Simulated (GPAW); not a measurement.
## How CoSi2 absorbs and reflects light

Aim: the dielectric function of CoSi2, and the optical constants that follow from it. The cell comes from an older database entry, whose edges can differ from later determinations, mostly by under a per cent.

Program: GPAW 26.7.0. Level of theory: DFT, RPBE, plane-wave PAW (GPAW data sets), scalar-relativistic, RPA, optical limit. Results are calculated unless marked as measured.

Report form: the programs' logs are mostly left out.

The database entry behind the starting cell differs from later determinations by our own check (0.1 to 0.3 % short, probably kX units), so it need not match the best structure at ambient conditions.

### 1. The structure

It takes space group Fm-3m (No. 225, cubic). The conventional cell has a = 5.356 Å, b = 5.356 Å, c = 5.356 Å, α = 90.00°, β = 90.00°, γ = 90.00°. Nearest to Co lie 8 Si at 2.32 Å. Si has 4 Co at 2.32 Å nearest. Farther neighbours are not listed.

### 2. Ground state

The self-consistent density comes first; it also tells whether there is a gap, which decides the occupations and the need for a Drude term.

This step: DFT, RPBE, plane-wave PAW (GPAW data sets), scalar-relativistic, ground state (GPAW 26.7.0).

The input, gs.py:

```python
from ase import Atoms
from ase.dft.bandgap import bandgap
from gpaw import GPAW, PW, FermiDirac

atoms = Atoms(['Co', 'Si', 'Si'],
              cell=[[0.000000000000, 2.678000000000, 2.678000000000],
                    [2.678000000000, 0.000000000000, 2.678000000000],
                    [2.678000000000, 2.678000000000, 0.000000000000]],
              scaled_positions=[[0.000000000000, 0.000000000000, 0.000000000000],
                                [0.750000000000, 0.750000000000, 0.750000000000],
                                [0.250000000000, 0.250000000000, 0.250000000000]],
              pbc=[True, True, True])
atoms.set_initial_magnetic_moments([2.0, 0.0, 0.0])
atoms.calc = GPAW(mode=PW(500), xc='RPBE', kpts={'size': (7, 7, 7), 'gamma': True},
                  occupations=FermiDirac(0.05), maxiter=150, txt='gs.txt')
print('energy (eV)', atoms.get_potential_energy())
print('Fermi level (eV)', atoms.calc.get_fermi_level())
print('valence electrons', atoms.calc.get_number_of_electrons())
print('gap (eV)', bandgap(atoms.calc, output=None)[0])
print('direct gap (eV)', bandgap(atoms.calc, direct=True, output=None)[0])
print('moments', atoms.get_magnetic_moments().round(3).tolist())
atoms.calc.write('gs.gpw')
```

Command:

```
$ OMP_NUM_THREADS=1 python gs.py
```

Elapsed: 11 s, on 1 thread of Arm Neoverse V2, shared host; peak memory 0.15 GiB.

Read-outs, printed or worked out from the files:

* energy: -19.11 eV
* Fermi energy: 9.779 eV
* electrons: 17

There are states at the Fermi level within the smearing, so the occupations stay smeared and the carriers get a Drude term.

### 3. Bands for the response

At the fixed density, many empty bands are solved on the mesh of the response, since the spectrum sums over them.

This step: DFT, RPBE, plane-wave PAW (GPAW data sets), scalar-relativistic, bands at fixed density (GPAW 26.7.0).

The input, nscf.py:

```python
from ase.dft.bandgap import bandgap
from gpaw import GPAW, FermiDirac

calc = GPAW('gs.gpw').fixed_density(kpts={'size': (16, 16, 16), 'gamma': True}, nbands=36, convergence={'bands': 30},
                                    occupations=FermiDirac(0.05), txt='nscf.txt')
print('gap (eV)', bandgap(calc, output=None)[0])
print('direct gap (eV)', bandgap(calc, direct=True, output=None)[0])
print('top band over the Fermi level (eV)', min(calc.get_eigenvalues(kpt=k)[29] for k in range(len(calc.get_ibz_k_points()))) - calc.get_fermi_level())
calc.write('full.gpw', mode='all')
```

Command:

```
$ OMP_NUM_THREADS=1 python nscf.py
```

Elapsed: 7.4 min, on 1 thread; peak memory 0.35 GiB.

### 4. Dielectric function, RPA

Local fields let the induced charge screen the field inside the cell, which as a rule lowers ε, most along directions where the density is uneven.

This step: DFT, RPBE, plane-wave PAW (GPAW data sets), scalar-relativistic, RPA, optical limit (GPAW 26.7.0).

The input, df.py:

```python
from gpaw.response.df import DielectricFunction

df = DielectricFunction('full.gpw', frequencies={'type': 'nonlinear', 'domega0': 0.03, 'omega2': 8},
                        ecut=30,
                        eta=0.05,
                        nbands=30,
                        rate=0.03,
                        txt='df.txt')
for direction in ['x']:
    df.get_dielectric_function(xc='RPA', direction=direction, filename=f'df_{direction}.csv')
```

Command:

```
$ OMP_NUM_THREADS=1 python df.py
```

It took 22 s on 1 thread; peak memory 0.25 GiB.

Numbers from this step:

- centre of weight of the strongest loss peak in the window: 20.30 eV

Some rows of df_x.csv (energy; Re and Im without local fields; Re and Im with them):

```text
0.000000, 39475.414903, -0.000000, 39475.219331, -0.000000
0.555532, -107.030949, 47.424538, -107.151584, 47.557697
1.143969, -20.752444, 7.862960, -20.959950, 7.794395
1.768324, 1.365884, 4.503466, 1.177849, 4.435056
2.431988, 10.888561, 7.602583, 10.800917, 7.483769
3.138794, 1.525582, 11.524068, 1.429231, 11.535893
3.893091, 5.086156, 11.297789, 4.836575, 10.956095
4.699832, 6.115253, 9.785550, 5.899797, 9.655312
5.564682, -1.899039, 19.116458, -1.591386, 18.928612
6.494155, -9.239904, 10.787177, -9.218635, 11.060223
7.495775, -5.812586, 6.505537, -5.756576, 6.315538
8.578281, -4.933558, 3.982489, -4.753176, 3.905060
9.751884, -3.338037, 2.643007, -3.225924, 2.525398
11.028587, -2.354215, 1.575193, -2.250368, 1.566807
12.422601, -1.804761, 1.000202, -1.742342, 0.999729
13.950874, -1.167024, 0.609863, -1.120094, 0.615550
15.633783, -0.666456, 0.487361, -0.633716, 0.495270
17.496047, -0.358808, 0.291670, -0.333273, 0.290375
19.567954, -0.090395, 0.261197, -0.059705, 0.279904
21.887015, 0.136067, 0.212332, 0.155847, 0.203231
24.500258, 0.288668, 0.150726, 0.324450, 0.144810
```

The Im ε, E ∥ x has structure finer than the step of the table below, so its rows give means over 0.5 eV, whole bins alone (the curve runs from 0.305 to 26.3 eV). Peaks (eV: height): 2.13: 8.42, 2.98: 15.7, 4.16: 13.4, 5.37: 21.2, 6.02: 19.7.

Sum at mesh points, not converged in k. Im ε, E ∥ x against photon energy; means over each step:

| photon energy (eV) | Im ε, E ∥ x |
| --- | --- |
| 1.0 | 9.54 |
| 1.5 | 4.13 |
| 2.0 | 6.17 |
| 2.5 | 10.1 |
| 3.0 | 13.8 |
| 3.5 | 9.52 |
| 4.0 | 10.8 |
| 4.5 | 9.99 |
| 5.0 | 11.5 |
| 5.5 | 18.7 |
| 6.0 | 16.8 |
| 6.5 | 11.1 |
| 7.0 | 7.82 |
| 7.5 | 6.62 |
| 8.0 | 5.12 |
| 8.5 | 4.01 |
| 9.0 | 3.10 |
| 9.5 | 2.45 |
| 10.0 | 2.12 |
| 10.5 | 1.83 |
| 11.0 | 1.62 |
| 11.5 | 1.52 |
| 12.0 | 1.13 |
| 12.5 | 0.958 |
| 13.0 | 0.786 |
| 13.5 | 0.729 |
| 14.0 | 0.614 |
| 14.5 | 0.578 |
| 15.0 | 0.512 |
| 15.5 | 0.476 |
| 16.0 | 0.435 |
| 16.5 | 0.399 |
| 17.0 | 0.367 |
| 17.5 | 0.297 |
| 18.0 | 0.268 |
| 18.5 | 0.271 |
| 19.0 | 0.276 |
| 19.5 | 0.271 |
| 20.0 | 0.245 |
| 20.5 | 0.212 |
| 21.0 | 0.217 |
| 21.5 | 0.213 |
| 22.0 | 0.199 |
| 22.5 | 0.190 |
| 23.0 | 0.165 |
| 23.5 | 0.169 |
| 24.0 | 0.153 |
| 24.5 | 0.144 |
| 25.0 | 0.139 |
| 25.5 | 0.134 |
| 26.0 | 0.121 |

Values under 1 per cm are given as 1; sum at mesh points, not converged in k. Table of absorption coefficient, E ∥ x by photon energy:

| photon energy (eV) | absorption coefficient, E ∥ x (1/cm) |
| --- | --- |
| 1.01 | 5.6e5 |
| 1.99 | 2.3e5 |
| 3.02 | 7.6e5 |
| 3.98 | 6.3e5 |
| 4.98 | 8.5e5 |
| 6.02 | 2.1e6 |
| 6.99 | 1.9e6 |
| 8.03 | 2.0e6 |
| 9.02 | 2.0e6 |
| 10.03 | 1.9e6 |
| 11.03 | 1.8e6 |
| 12.02 | 1.8e6 |
| 13.00 | 1.7e6 |
| 14.04 | 1.5e6 |
| 14.96 | 1.4e6 |
| 16.03 | 1.3e6 |
| 16.96 | 1.2e6 |
| 18.05 | 9.9e5 |
| 18.97 | 8.4e5 |
| 20.06 | 7.1e5 |
| 20.95 | 5.7e5 |
| 22.02 | 4.9e5 |
| 23.01 | 3.5e5 |
| 24.04 | 3.2e5 |
| 24.97 | 2.9e5 |
| 25.94 | 2.5e5 |

Sum at mesh points, not converged in k. Loss function −Im 1/ε at q → 0, E ∥ x against energy loss; read off at these points:

energy loss (eV), loss function −Im 1/ε at q → 0, E ∥ x and a bar:
```
     0.50       0.00 
     1.00       0.01 
     1.50       0.12 #
     2.00       0.08 #
     2.50       0.04 
     3.00       0.06 
     3.50       0.10 #
     4.00       0.08 
     4.50       0.09 #
     5.00       0.06 
     5.50       0.05 
     6.00       0.05 
     6.50       0.05 
     7.00       0.09 #
     7.50       0.09 #
     8.00       0.10 #
     8.50       0.11 #
     9.00       0.11 #
     9.50       0.13 #
    10.00       0.14 #
    10.50       0.18 #
    11.00       0.20 #
    11.50       0.19 #
    12.00       0.23 #
    12.50       0.24 ##
    13.00       0.26 ##
    13.50       0.30 ##
    14.00       0.39 ##
    14.50       0.48 ###
    15.00       0.55 ###
    15.50       0.74 #####
    16.00       0.77 #####
    16.50       1.08 #######
    17.00       1.19 ########
    17.50       1.49 #########
    18.00       2.08 #############
    18.50       3.05 ###################
    19.00       3.27 #####################
    19.50       3.38 #####################
    19.81       4.42 ############################
    20.00       4.00 #########################
    20.50       4.60 #############################
    20.69       4.71 ##############################
    21.00       3.44 ######################
    21.50       3.28 #####################
    22.00       3.03 ###################
    22.50       2.53 ################
    23.00       1.98 #############
    23.50       1.69 ###########
    24.00       1.53 ##########
    24.50       1.15 #######
    25.00       0.99 ######
    25.50       0.92 ######
    26.00       0.74 #####
```

The Im ε, E ∥ x has structure finer than the step of the table below, so its rows give means over 1 eV, whole bins alone (the curve runs from 0.305 to 26.3 eV). Peaks (eV: height): without local fields 3.0: 15.7, 4.2: 13.6, 5.4: 21.9, 6.0: 20.2; with local fields 2.1: 8.42, 3.0: 15.7, 4.2: 13.4, 5.4: 21.2, 6.0: 19.7.

Sum at mesh points, not converged in k. Table of Im ε, E ∥ x by photon energy; means over each step:

| photon energy (eV) | without local fields | with local fields |
| --- | --- | --- |
| 1 | 14.7 | 14.7 |
| 2 | 6.07 | 5.96 |
| 3 | 12.7 | 12.6 |
| 4 | 10.5 | 10.3 |
| 5 | 13.4 | 13.1 |
| 6 | 16.2 | 16.1 |
| 7 | 8.13 | 7.94 |
| 8 | 5.24 | 5.05 |
| 9 | 3.25 | 3.15 |
| 10 | 2.19 | 2.12 |
| 11 | 1.68 | 1.68 |
| 12 | 1.15 | 1.15 |
| 13 | 0.836 | 0.829 |
| 14 | 0.612 | 0.618 |
| 15 | 0.507 | 0.514 |
| 16 | 0.434 | 0.437 |
| 17 | 0.365 | 0.363 |
| 18 | 0.273 | 0.271 |
| 19 | 0.275 | 0.277 |
| 20 | 0.227 | 0.244 |
| 21 | 0.223 | 0.211 |
| 22 | 0.213 | 0.201 |
| 23 | 0.181 | 0.172 |
| 24 | 0.160 | 0.154 |
| 25 | 0.138 | 0.141 |

The reflectivity at normal incidence, E ∥ x has structure finer than the step of the table below, so its rows give means over 1 eV, whole bins alone (the curve runs from 0.305 to 26.3 eV). Peaks (eV: height): 3.1: 46.2, 6.5: 65.8.

Sum at mesh points, not converged in k. Reflectivity at normal incidence, E ∥ x against photon energy; means over each step:

| photon energy (eV) | reflectivity at normal incidence, E ∥ x (%) |
| --- | --- |
| 1 | 87.5 |
| 2 | 31.8 |
| 3 | 41.5 |
| 4 | 37.1 |
| 5 | 40.6 |
| 6 | 56.0 |
| 7 | 59.3 |
| 8 | 60.3 |
| 9 | 62.5 |
| 10 | 60.9 |
| 11 | 57.8 |
| 12 | 62.1 |
| 13 | 61.1 |
| 14 | 59.8 |
| 15 | 56.3 |
| 16 | 52.5 |
| 17 | 50.0 |
| 18 | 45.7 |
| 19 | 33.5 |
| 20 | 28.6 |
| 21 | 20.4 |
| 22 | 15.4 |
| 23 | 11.8 |
| 24 | 9.06 |
| 25 | 6.91 |

From ε follow the optical constants at some laser and lamp lines:

| wavelength (nm) | n | k | R (%) | 1/α |
| --- | --- | --- | --- | --- |
| 1550 | 0.90 | 7.387 | 93.8 | 17 nm |
| 633 | 2.61 | 1.134 | 27.1 | 44 nm |
| 532 | 2.91 | 1.053 | 29.0 | 40 nm |
| 450 | 3.47 | 2.152 | 43.6 | 17 nm |
| 405 | 2.88 | 2.518 | 46.2 | 13 nm |
| 248 | 3.20 | 1.681 | 37.5 | 12 nm |
| 193 | 1.85 | 3.486 | 63.5 | 4.4 nm |

A polished face would reflect 31 % of daylight and look blue (CIE x = 0.284, y = 0.290 under D65).

### 5. Summary of results

```yaml
centre_of_weight_of_the_strongest_loss_peak_in_the_window_first_axis: 20.3 eV
```

What this shows: At this level (RPBE, RPA) CoSi2 is a metal. The mesh is too coarse to trust the carriers' weight, the reflectivity or the colour to better than tens of per cent. A polished face would reflect 31 % of daylight and look blue (CIE x = 0.284, y = 0.290 under D65). The carriers' damping of 0.03 eV is typed, not computed; it shapes the response at the lowest energies. The magnetic state comes from one start and need not be the lowest. The curves end at 26 eV, about where the summed bands run out. In this version of GPAW the matrix elements of the optical limit are incomplete, which can lower ε − 1 by up to a tenth where first-row anions or d states rule, and shift it by more in d metals. GPAW's carrier term has the form −ωp²/(ω + i·rate)², which damps like twice the rate and fails at low energy, so the curves leave the lowest energies out. The sum runs over mesh points 0.13 Å⁻¹ apart with no interpolation, so peaks are partly noise of the mesh, and the Drude plasma energy, a sum over the Fermi surface, isn't converged.

[Machine, clock and banner lines and Python warnings are left out of the logs.]

[Logs are printed without paths, hosts, clocks, repeated set-up lines and the standing remarks that a program may print on its own settings, such as how far it seeks lower states.]

[Hosts, paths, dates, database ids (printed as entryN), source tags and the programs' standing remarks are cut or masked in the printed files.]
